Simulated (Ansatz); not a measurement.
# Antimonene bilayer (AB) in a perpendicular field, part 3 of 3

What dipole does a perpendicular field induce in the antimonene bilayer (AB), and does the gap follow? A positive field points along +c.

Ansatz 0.2.0; plane-wave DFT, PBE-D3(BJ), Ansatz PAW.

So far, gap along the path (eV): 0.165 in steps 3, 6, 7, 8 and 9.

## 10. Single point, field 0.3 V/Å

File input.yaml:

```yaml
crystal:
  lattice:
    - [4.1927781109, 0.0, 0.0]
    - [-2.0963890555, 3.6310523565, 0.0]
    - [0.0, 0.0, 23.4868933665]
  atoms:
    - { symbol: Sb, position: [0.6666666667, 0.3333333333, 0.383192441] }
    - { symbol: Sb, position: [0.3333333333, 0.6666666667, 0.4506307709] }
    - { symbol: Sb, position: [0.0, 0.0, 0.5493692291] }
    - { symbol: Sb, position: [0.6666666667, 0.3333333333, 0.616807559] }
kpoints:
  mp_grid: { grid: [12, 12, 1] }
  band_path:
    path: [[0, 0, 0], [0.5, 0, 0], [0.33333333, 0.33333333, 0], [0, 0, 0]]
    npoints: 16
hamiltonian:
  xc: pbe
  dispersion: d3bj
scf:
  occupations: { method: fermi_dirac, width: 0.02585 }
  convergence: { dr2_threshold: 1.0e-10 }
efield:
  axis: 3
  dipole_correction: true
  ramp_position: 0.9582
  ramp_width: 0.0836
  amplitude: 0.3
output:
  write_potential: true
  write_density: true
  volumetric_format: npy
```

Launch:

```
$ ansatz run input.yaml --threads 4 --pin off --max-ram 8192MiB --backend cpu --events-out ev --progress --plain --runs-dir out
```

Numbers of over 12 decimals in the logs are rounded to 6 here.

What it wrote:

```text
[...]
Crystal: 4 atoms, lattice volume = 357.569 Å³
Basis set: ecut = 420 eV, 6901 PW (Γ)
Bands: 36, of which v1, the nominal top of the filled ones, is band 30 counted from 1 (29 counted from 0)
Symmetry: 6 space group operations
k-points: 19 of 144 (time reversal used)
[...]
k-point 0: bands = [... 26 lower, -0.5943, -0.2894, -0.2894, 0.4748, 1.0320, 1.8827, 1.8827, 2.7668, ... 2 higher]
  k-point 1: bands = [... 26 lower, -0.8312, -0.7643, -0.3546, 0.7938, 1.3312, 1.9259, 2.0305, 2.7410, ... 2 higher]
  k-point 2: bands = [... 26 lower, -1.2689, -0.8445, -0.6098, 0.1690, 1.5942, 2.2927, 2.3085, 2.9873, ... 2 higher]
  k-point 18: bands = [... 26 lower, -2.6363, -1.8674, -1.8561, -1.2836, 1.8637, 1.8794, 2.5640, 4.3269, ... 2 higher]
[key lines of the parts left out:]
SCF converged after 11 iterations
Free energy (F): -25939.074347 eV
Fermi energy:    0.885923 eV
Dipole field:    D = 0.105927 V/Å  (p = 0.209318 e·Å, saw-weighted, corrected)
```

Wall time 23 s (4 threads of Intel Xeon at 2.50GHz (Skylake/Cascade Lake), shared host); peak memory 0.8 GiB; 84 s of CPU time.

The dipole is 0.209 e·Å, and the gap 0.165 eV.

## 11. Single point, field -0.3 V/Å

input.yaml, as its differences from that of step 10:

```diff
@@ -26,3 +26,3 @@
   ramp_width: 0.0836
-  amplitude: 0.3
+  amplitude: -0.3
 output:
```

What it wrote:

```text
[...]
Crystal: 4 atoms, lattice volume = 357.569 Å³
Basis set: ecut = 420 eV, 6901 PW (Γ)
Bands: 36, of which v1, the nominal top of the filled ones, is band 30 counted from 1 (29 counted from 0)
Symmetry: 6 space group operations
k-points: 19 of 144 (time reversal used)
[...]
k-point 0: bands = [... 26 lower, -0.5943, -0.2894, -0.2894, 0.4748, 1.0320, 1.8827, 1.8827, 2.7668, ... 2 higher]
  k-point 1: bands = [... 26 lower, -0.8312, -0.7643, -0.3546, 0.7938, 1.3312, 1.9259, 2.0305, 2.7410, ... 2 higher]
  k-point 2: bands = [... 26 lower, -1.2689, -0.8445, -0.6098, 0.1690, 1.5942, 2.2927, 2.3085, 2.9873, ... 2 higher]
  k-point 18: bands = [... 26 lower, -2.6363, -1.8674, -1.8561, -1.2836, 1.8637, 1.8794, 2.5640, 4.3269, ... 2 higher]
[key lines of the parts left out:]
SCF converged after 11 iterations
Free energy (F): -25939.074347 eV
Fermi energy:    0.885923 eV
Dipole field:    D = -0.105927 V/Å  (p = -0.209318 e·Å, saw-weighted, corrected)
```

It took 21 s on 4 threads; peak memory 0.8 GiB.

The dipole is -0.209 e·Å, and the gap 0.165 eV.

## 12. Single point, field 0.4 V/Å

input.yaml, as its differences from that of step 11:

```diff
@@ -24,5 +24,5 @@
   dipole_correction: true
-  ramp_position: 0.9582
-  ramp_width: 0.0836
-  amplitude: -0.3
+  ramp_position: 0.9187
+  ramp_width: 0.1626
+  amplitude: 0.4
 output:
```

What it wrote:

```text
[...]
Crystal: 4 atoms, lattice volume = 357.569 Å³
Basis set: ecut = 420 eV, 6901 PW (Γ)
Bands: 36, of which v1, the nominal top of the filled ones, is band 30 counted from 1 (29 counted from 0)
Symmetry: 6 space group operations
k-points: 19 of 144 (time reversal used)
[...]
k-point 0: bands = [... 26 lower, -0.6005, -0.2949, -0.2949, 0.4662, 1.0275, 1.8768, 1.8768, 2.7609, ... 2 higher]
  k-point 1: bands = [... 26 lower, -0.8373, -0.7693, -0.3602, 0.7867, 1.3243, 1.9194, 2.0245, 2.7334, ... 2 higher]
  k-point 2: bands = [... 26 lower, -1.2749, -0.8503, -0.6155, 0.1630, 1.5866, 2.2833, 2.3026, 2.9777, ... 2 higher]
  k-point 18: bands = [... 26 lower, -2.6424, -1.8750, -1.8599, -1.2888, 1.8549, 1.8758, 2.5574, 4.3149, ... 2 higher]
[key lines of the parts left out:]
SCF converged after 11 iterations
Free energy (F): -25939.098778 eV
Fermi energy:    0.879366 eV
Dipole field:    D = 0.141362 V/Å  (p = 0.279339 e·Å, saw-weighted, corrected)
```

Run time: 23 s. Hardware: 4 threads; peak memory 0.8 GiB; 87 s of CPU time.

The dipole is 0.279 e·Å, and the gap 0.166 eV.

## 13. Atoms held, field -0.4 V/Å

input.yaml, as its differences from that of step 12:

```diff
@@ -26,3 +26,3 @@
   ramp_width: 0.1626
-  amplitude: 0.4
+  amplitude: -0.4
 output:
```

What it wrote:

```text
[...]
Crystal: 4 atoms, lattice volume = 357.569 Å³
Basis set: ecut = 420 eV, 6901 PW (Γ)
Bands: 36, of which v1, the nominal top of the filled ones, is band 30 counted from 1 (29 counted from 0)
Symmetry: 6 space group operations
k-points: 19 of 144 (time reversal used)
[...]
k-point 0: bands = [... 26 lower, -0.6005, -0.2949, -0.2949, 0.4662, 1.0275, 1.8768, 1.8768, 2.7609, ... 2 higher]
  k-point 1: bands = [... 26 lower, -0.8373, -0.7693, -0.3602, 0.7867, 1.3243, 1.9194, 2.0245, 2.7334, ... 2 higher]
  k-point 2: bands = [... 26 lower, -1.2749, -0.8503, -0.6155, 0.1630, 1.5866, 2.2833, 2.3026, 2.9777, ... 2 higher]
  k-point 18: bands = [... 26 lower, -2.6424, -1.8750, -1.8599, -1.2888, 1.8549, 1.8758, 2.5574, 4.3149, ... 2 higher]
[key lines of the parts left out:]
SCF converged after 11 iterations
Free energy (F): -25939.098778 eV
Fermi energy:    0.879366 eV
Dipole field:    D = -0.141362 V/Å  (p = -0.279339 e·Å, saw-weighted, corrected)
```

Elapsed: 23 s, on 4 threads; peak memory 0.81 GiB; 87 s of CPU time.

The dipole is -0.279 e·Å, and the gap 0.166 eV.

## 14. Response, atoms held

This step: plane-wave DFT, PBE-D3(BJ), Ansatz PAW; response to a field along the normal, atoms held (Ansatz 0.2.0).

The dipoles give the slope, and the difference of two potentials shows where the field is screened.

Numbers from this step:

```
equivalent conductor thickness p/(ε₀AE) : 8.285 Å
distance between the outer atoms        : 5.487 Å
```

Dipole of the cell against applied field:

| applied field (V/Å) | dipole of the cell (e·Å) |
| --- | --- |
| -0.400 | -0.279 |
| -0.300 | -0.209 |
| -0.200 | -0.139 |
| -0.100 | -0.0697 |
| -0.050 | -0.0348 |
| 0.000 | -7.9e-7 |
| 0.050 | 0.0348 |
| 0.100 | 0.0697 |
| 0.200 | 0.139 |
| 0.300 | 0.209 |
| 0.400 | 0.279 |

Local field over the applied field, running mean. From the potentials at -0.05 and 0.05 V/Å; running mean over 2.8 Å. Table of local field over applied field by z:

| z (Å) | local field over applied field |
| --- | --- |
| 4.11 | 0.997 |
| 4.55 | 0.993 |
| 4.99 | 0.985 |
| 5.28 | 0.974 |
| 5.72 | 0.946 |
| 6.17 | 0.891 |
| 6.61 | 0.800 |
| 7.05 | 0.677 |
| 7.34 | 0.586 |
| 7.78 | 0.445 |
| 8.22 | 0.306 |
| 8.66 | 0.180 |
| 9.10 | 0.0839 |
| 9.54 | 0.0315 |
| 9.84 | 0.0166 |
| 10.28 | 0.00908 |
| 10.72 | 0.0119 |
| 11.16 | 0.0191 |
| 11.60 | 0.0256 |
| 11.89 | 0.0256 |
| 12.33 | 0.0191 |
| 12.77 | 0.0119 |
| 13.21 | 0.00908 |
| 13.65 | 0.0166 |
| 13.95 | 0.0315 |
| 14.39 | 0.0839 |
| 14.83 | 0.180 |
| 15.27 | 0.306 |
| 15.71 | 0.445 |
| 16.15 | 0.586 |
| 16.44 | 0.677 |
| 16.88 | 0.800 |
| 17.32 | 0.891 |
| 17.76 | 0.946 |
| 18.20 | 0.974 |
| 18.50 | 0.985 |
| 18.94 | 0.993 |
| 19.38 | 0.997 |

Electrons, planar mean, per unit field. The induced electron density by z:

| z (Å) | induced electron density (e/Å³ per V/Å) |
| --- | --- |
| 4.5 | 2.5e-5 |
| 5.0 | 6.4e-5 |
| 5.5 | 1.6e-4 |
| 6.0 | 3.8e-4 |
| 6.5 | 8.6e-4 |
| 7.0 | 0.00178 |
| 7.5 | 0.00294 |
| 8.0 | 0.00283 |
| 8.5 | 0.00111 |
| 9.0 | 7.2e-4 |
| 9.5 | 3.9e-4 |
| 10.0 | 1.7e-4 |
| 10.5 | -5.9e-4 |
| 11.0 | -3.2e-4 |
| 11.5 | -6.9e-5 |
| 12.0 | 7.2e-5 |
| 12.5 | 3.4e-4 |
| 13.0 | 5.8e-4 |
| 13.5 | -1.9e-4 |
| 14.0 | -3.8e-4 |
| 14.5 | -7.4e-4 |
| 15.0 | -0.00114 |
| 15.5 | -0.00286 |
| 16.0 | -0.00292 |
| 16.5 | -0.00175 |
| 17.0 | -8.5e-4 |
| 17.5 | -3.7e-4 |
| 18.0 | -1.6e-4 |
| 18.5 | -6.3e-5 |
| 19.0 | -2.4e-5 |

The smaller of the gaps on the path and on the k-mesh, counted as 0 under 0.03 eV. Gap against applied field:

| applied field (V/Å) | gap (eV) |
| --- | --- |
| -0.400 | 0.166 |
| -0.300 | 0.166 |
| -0.200 | 0.165 |
| -0.100 | 0.165 |
| -0.050 | 0.165 |
| 0.000 | 0.165 |
| 0.050 | 0.165 |
| 0.100 | 0.165 |
| 0.200 | 0.165 |
| 0.300 | 0.166 |
| 0.400 | 0.166 |

By hand: between -0.05 and 0.05 V/Å the dipole changes by 0.06970 e·Å, a slope of 0.6970 e·Å²/V. A perfect conductor of thickness t has p = ε₀AEt, so t = 180.95 × 0.6970 / 15.224 = 8.28 Å (e/ε₀ = 180.95 V·Å, A in Å²).

The induced dipole is that of a conductor 8.28 Å thick.

## 15. Outcome

| Property | Result |
| --- | --- |
| gap without field | 0.165 eV |
| ionisation energy, upper face | 4.00 eV |
| electron affinity, upper face | 3.83 eV |
| equivalent conductor thickness, atoms held | 8.28 Å |

What this shows: The induced dipole equals that of a perfect conductor 8.28 Å thick, while the outer atoms lie 5.49 Å apart; an out-of-plane ε follows only once a thickness t is chosen, by 1 − 1/ε = 8.28 Å / t. The gap stays within 0.01 eV of 0.17 eV over the fields run, up to 0.4 V/Å in size. Semilocal functionals give gaps that are too small, and excitons are not included. Spin-orbit coupling is left out, which matters for the bands of elements this heavy. After relaxation neighbouring layers come as close as 2.3 Å along the normal, so they are bonded in part and no longer a van der Waals stack.

[Logs are printed without paths, hosts, clocks, repeated set-up lines and the standing remarks that a program may print on its own settings, such as how far it seeks lower states.]

[Hosts, paths, dates, database ids (printed as entryN), source tags and the programs' standing remarks are cut or masked in the printed files.]

[Maps of the electrostatic potential energy from Ansatz leave out the sawtooth potential of an applied field or a dipole correction, so their vacuum need not be flat; planar profiles and work functions include it.]
